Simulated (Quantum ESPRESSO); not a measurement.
## MnS: which magnetic order is lowest

Aim: find out which collinear order of MnS costs least.

Program: Quantum ESPRESSO 7.5. Level of theory: PBE with U = 3.2 eV on Mn d (ortho-atomic projectors); plane waves with GBRV 1.5 PBE potentials, no spin-orbit coupling. Results are calculated unless marked as measured.

Most raw output is cut from this account.

The database entry behind the starting cell differs from later determinations by our own check (an axis about 0.2 % short against later determinations), so it need not match the best structure at ambient conditions.

## 1. The structure

Symmetry: Fm-3m, No. 225, cubic system. The conventional cell has a = 5.209 Å, b = 5.209 Å, c = 5.209 Å, α = 90.00°, β = 90.00°, γ = 90.00°. Mn has 6 S at 2.60 Å nearest. Nearest to S lie 6 Mn at 2.60 Å. Farther neighbours and most contacts between anions are not listed.

The cell comes from the Crystallography Open Database.

## 2. Start 1: ferro +

The signs are those of the starting moments on the seeded atoms, the atoms that are given a moment.

File pw.in:

```
&CONTROL
  calculation = 'scf'
  prefix = 'pwscf'
  outdir = './tmp'
  pseudo_dir = './pseudo'
  disk_io = 'nowf'
/
&SYSTEM
  ibrav = 0
  celldm(1) = 8
  nat = 2
  ntyp = 2
  ecutwfc = 40
  ecutrho = 280
  nbnd = 19
  occupations = 'smearing'
  smearing = 'fd'
  degauss = 0.00734986
  nspin = 2
  starting_magnetization(1) = 0.3
  starting_magnetization(2) = 0
/
&ELECTRONS
  conv_thr = 4d-09
  electron_maxstep = 150
  mixing_beta = 0.3
/
ATOMIC_SPECIES
Mn     54.9380 mn_pbe_v1.5.uspp.F.UPF
S      32.0600 s_pbe_v1.4.uspp.F.UPF
CELL_PARAMETERS alat
   0.0000000000000    0.6152239614485    0.6152239614485
   0.6152239614485    0.0000000000000    0.6152239614485
   0.6152239614485    0.6152239614485    0.0000000000000
ATOMIC_POSITIONS crystal
Mn      0.0000000000    0.0000000000    0.0000000000
S       0.5000000000    0.5000000000    0.5000000000
K_POINTS automatic
8 8 8 0 0 0
HUBBARD {ortho-atomic}
U Mn-3d 3.2000
```

Launch:

```console
OMP_NUM_THREADS=1 mpirun -n 2 pw.x -nk 2 -in pw.in > pw.out
```

Elapsed: 24 s, on 2 MPI ranks of Arm Neoverse N1, shared host; peak memory 0.2 GiB.

Spin moment in the atom's sphere by atom:

| atom | spin moment in the atom's sphere (μB) |
| --- | --- |
| Mn1 | 4.48 |
| S2 | 0.13 |

Read from the output:

| Item | Value |
| --- | --- |
| smearing term TS | 0.001183 eV |
| magnetization | 4.998 μB |
| absolute magnetization | 4.998 μB |
| final state | ferromagnetic |

## 3. Start 2: antiferro q=(0,1/2,1/2) +−

The cell is doubled to 4 atoms to hold this order. The wavevector q is in fractions of the reciprocal vectors of the crystal's primitive cell, as the cells of these inputs are built from it; moments change sign between cells as cos(2π q·R).

File pw.in:

```
&CONTROL
  calculation = 'scf'
  prefix = 'pwscf'
  outdir = './tmp'
  pseudo_dir = './pseudo'
  disk_io = 'nowf'
/
&SYSTEM
  ibrav = 0
  celldm(1) = 8
  nat = 4
  ntyp = 3
  ecutwfc = 40
  ecutrho = 280
  nbnd = 30
  occupations = 'smearing'
  smearing = 'fd'
  degauss = 0.00734986
  nspin = 2
  starting_magnetization(1) = 0.3
  starting_magnetization(2) = -0.3
  starting_magnetization(3) = 0
/
&ELECTRONS
  conv_thr = 8d-09
  electron_maxstep = 150
  mixing_beta = 0.3
/
ATOMIC_SPECIES
Mn1    54.9380 mn_pbe_v1.5.uspp.F.UPF
Mn2    54.9380 mn_pbe_v1.5.uspp.F.UPF
S      32.0600 s_pbe_v1.4.uspp.F.UPF
CELL_PARAMETERS alat
   0.0000000000000    0.6152239614485    0.6152239614485
   1.2304479228970    0.0000000000000    1.2304479228970
   1.2304479228970    0.6152239614485    0.6152239614485
ATOMIC_POSITIONS crystal
Mn1     0.0000000000    0.0000000000    0.0000000000
Mn2     0.0000000000    0.5000000000    0.0000000000
S       0.5000000000    0.0000000000    0.5000000000
S       0.5000000000    0.5000000000    0.5000000000
K_POINTS automatic
8 4 8 0 0 0
HUBBARD {ortho-atomic}
U Mn1-3d 3.2000
U Mn2-3d 3.2000
```

Run time: 2.6 min. Hardware: 2 MPI ranks; peak memory 0.39 GiB; 5.2 min of CPU time.

Spin moment in the atom's sphere by atom:

| atom | spin moment in the atom's sphere (μB) |
| --- | --- |
| Mn1 | 4.46 |
| Mn2 | -4.46 |
| S3 | -0.04 |
| S4 | 0.04 |

Read from the output:

| Quantity | Value |
| --- | --- |
| smearing term TS | 5.48e-4 eV |
| magnetization | 0 μB |
| absolute magnetization | 9.665 μB |
| final state | antiferromagnetic |

## 4. Start 3: antiferro q=(0,0,1/2) +−

This order needs a doubled cell of 4 atoms.

pw.in, as its differences from that of step 3:

```diff
@@ -34,11 +34,11 @@
    0.0000000000000    0.6152239614485    0.6152239614485
-   1.2304479228970    0.0000000000000    1.2304479228970
-   1.2304479228970    0.6152239614485    0.6152239614485
+   0.6152239614485    0.0000000000000    0.6152239614485
+   1.2304479228970    1.2304479228970    0.0000000000000
 ATOMIC_POSITIONS crystal
 Mn1     0.0000000000    0.0000000000    0.0000000000
-Mn2     0.0000000000    0.5000000000    0.0000000000
-S       0.5000000000    0.0000000000    0.5000000000
-S       0.5000000000    0.5000000000    0.5000000000
+Mn2     0.0000000000    0.0000000000    0.5000000000
+S       0.5000000000    0.5000000000    0.2500000000
+S       0.5000000000    0.5000000000    0.7500000000
 K_POINTS automatic
-8 4 8 0 0 0
+8 8 4 0 0 0
 HUBBARD {ortho-atomic}
```

Elapsed: 1.9 min, on 2 MPI ranks; peak memory 0.35 GiB; 3.9 min of CPU time.

Spin moment in the atom's sphere by atom:

| atom | spin moment in the atom's sphere (μB) |
| --- | --- |
| Mn1 | 4.39 |
| Mn2 | -4.39 |
| S3 | 0.00 |
| S4 | 0.00 |

This step gave:

```
smearing term TS       : 2.52e-6 eV
magnetization          : 0 μB
absolute magnetization : 9.396 μB
final state            : antiferromagnetic
```

## 5. Run 4 (no spin polarisation)

File pw.in:

```
&CONTROL
  calculation = 'scf'
  prefix = 'pwscf'
  outdir = './tmp'
  pseudo_dir = './pseudo'
  disk_io = 'nowf'
/
&SYSTEM
  ibrav = 0
  celldm(1) = 8
  nat = 2
  ntyp = 2
  ecutwfc = 40
  ecutrho = 280
  nbnd = 17
  occupations = 'smearing'
  smearing = 'fd'
  degauss = 0.00734986
/
&ELECTRONS
  conv_thr = 4d-09
  electron_maxstep = 150
  mixing_beta = 0.3
/
ATOMIC_SPECIES
Mn     54.9380 mn_pbe_v1.5.uspp.F.UPF
S      32.0600 s_pbe_v1.4.uspp.F.UPF
CELL_PARAMETERS alat
   0.0000000000000    0.6152239614485    0.6152239614485
   0.6152239614485    0.0000000000000    0.6152239614485
   0.6152239614485    0.6152239614485    0.0000000000000
ATOMIC_POSITIONS crystal
Mn      0.0000000000    0.0000000000    0.0000000000
S       0.5000000000    0.5000000000    0.5000000000
K_POINTS automatic
8 8 8 0 0 0
HUBBARD {ortho-atomic}
U Mn-3d 3.2000
```

Run time: 14 s. Hardware: 2 MPI ranks; peak memory 0.18 GiB; 27 s of CPU time.

Numbers from this step:

```
smearing term TS : 0.1951 eV
final state      : non-magnetic (no spin polarisation)
```

## 6. Ranking

An order is kept where moments of 0.15 μB or more survive with the typed signs; meshes match where a doubled cell samples the same k points as the first cell.

Orders:

| start | final state | typed order kept | energy over the lowest (meV a seeded atom) | largest site moment (μB) | net moment (μB a cell of the first run) | mesh matched | CPU time (s) |
| --- | --- | --- | --- | --- | --- | --- | --- |
| ferro + | ferromagnetic | yes | 73.26 | 4.483 | 4.998 | yes | 47.11 |
| antiferro q=(0,1/2,1/2) +- | antiferromagnetic | yes | 46.77 | 4.457 | 0 | yes | 309.2 |
| antiferro q=(0,0,1/2) +- | antiferromagnetic | yes | 0 | 4.389 | 0 | yes | 231.3 |
| no spin polarisation | non-magnetic | - | 4241 | 0 | 0 | yes | 26.85 |

## 7. The lowest state again, with its states saved

File pw.in:

```
&CONTROL
  calculation = 'scf'
  prefix = 'pwscf'
  outdir = './tmp'
  pseudo_dir = './pseudo'
  disk_io = 'low'
/
&SYSTEM
  ibrav = 0
  celldm(1) = 8
  nat = 4
  ntyp = 3
  ecutwfc = 40
  ecutrho = 280
  nbnd = 34
  occupations = 'smearing'
  smearing = 'fd'
  degauss = 0.00734986
  nspin = 2
  starting_magnetization(1) = 0.3
  starting_magnetization(2) = -0.3
  starting_magnetization(3) = 0
/
&ELECTRONS
  conv_thr = 8d-09
  electron_maxstep = 150
  mixing_beta = 0.3
/
ATOMIC_SPECIES
Mn1    54.9380 mn_pbe_v1.5.uspp.F.UPF
Mn2    54.9380 mn_pbe_v1.5.uspp.F.UPF
S      32.0600 s_pbe_v1.4.uspp.F.UPF
CELL_PARAMETERS alat
   0.0000000000000    0.6152239614485    0.6152239614485
   0.6152239614485    0.0000000000000    0.6152239614485
   1.2304479228970    1.2304479228970    0.0000000000000
ATOMIC_POSITIONS crystal
Mn1     0.0000000000    0.0000000000    0.0000000000
Mn2     0.0000000000    0.0000000000    0.5000000000
S       0.5000000000    0.5000000000    0.2500000000
S       0.5000000000    0.5000000000    0.7500000000
K_POINTS automatic
8 8 4 0 0 0
HUBBARD {ortho-atomic}
U Mn1-3d 3.2000
U Mn2-3d 3.2000
```

Run time: 1.9 min. Hardware: 2 MPI ranks; peak memory 0.37 GiB.

Numbers from this step:

```
smearing term TS       : 2.52e-6 eV
magnetization          : 0 μB
absolute magnetization : 9.396 μB
final state            : antiferromagnetic
largest moment         : 4.389 μB
```

## 8. Löwdin moments

projwfc.x projects the saved states on orthogonalised atomic orbitals of the pseudopotential files.

Run time: 3.9 s. Hardware: 2 MPI ranks; peak memory 0.14 GiB; 6.5 s of CPU time.

| atom | moment in the sphere (μB) | Löwdin moment (μB) | Löwdin charge (e) |
| --- | --- | --- | --- |
| Mn1 | 4.389 | 4.693 | 14.916 |
| Mn2 | -4.389 | -4.693 | 14.916 |
| S3 | 0.000 | 0.000 | 6.052 |
| S4 | 0.000 | 0.000 | 6.052 |

## 9. Occupations of the corrected shells in the lowest state

Occupations of the Hubbard shells:

| block | type | shell | spin | electrons | occupation numbers |
| --- | --- | --- | --- | --- | --- |
| 1 | Mn1 | 3d | up | 4.961 | 0.988 0.988 0.995 0.995 0.995 |
| 1 | Mn1 | 3d | down | 0.3317 | 0.025 0.025 0.025 0.129 0.129 |
| 2 | Mn2 | 3d | up | 0.3317 | 0.025 0.025 0.025 0.129 0.129 |
| 2 | Mn2 | 3d | down | 4.961 | 0.988 0.988 0.995 0.995 0.995 |

## 10. Results

```yaml
lowest_state_found: antiferromagnetic (from antiferro q=(0,0,1/2) +-)
largest_site_moment: 4.39 μB
next_state_with_moments: antiferromagnetic, 46.8 meV a seeded atom higher
state_without_moments_under_the_same_u: 4241 meV a seeded atom higher
```

Under a U the spinless run pays the Hubbard penalty of a partly filled shell, so its energy overstates what forming the moments gains. The largest moment reads 4.39 μB in the sphere and 4.69 μB by Löwdin projection; a site moment hangs on how space is shared out. This is the lowest of 4 collinear or spinless starts, no proof of the ground state. Energies are free energies at an electronic temperature of 1160 K, which lowers moments and differences where the moments are itinerant. In another run degenerate orbitals of a corrected shell are partly filled, so under the U its energy may be too high.

[Logs and program files are shortened in this print: banners, set-up blocks, solver, clock and traceback lines can be left out without a mark of their own.]

[Logs are printed without paths, hosts, clocks, repeated set-up lines and the standing remarks that a program may print on its own settings, such as how far it seeks lower states.]

[Hosts, paths, dates, database ids (printed as entryN), source tags and the programs' standing remarks are cut or masked in the printed files.]

[Where a cell is said to come from a database of computed structures, the database is the Materials Project.]
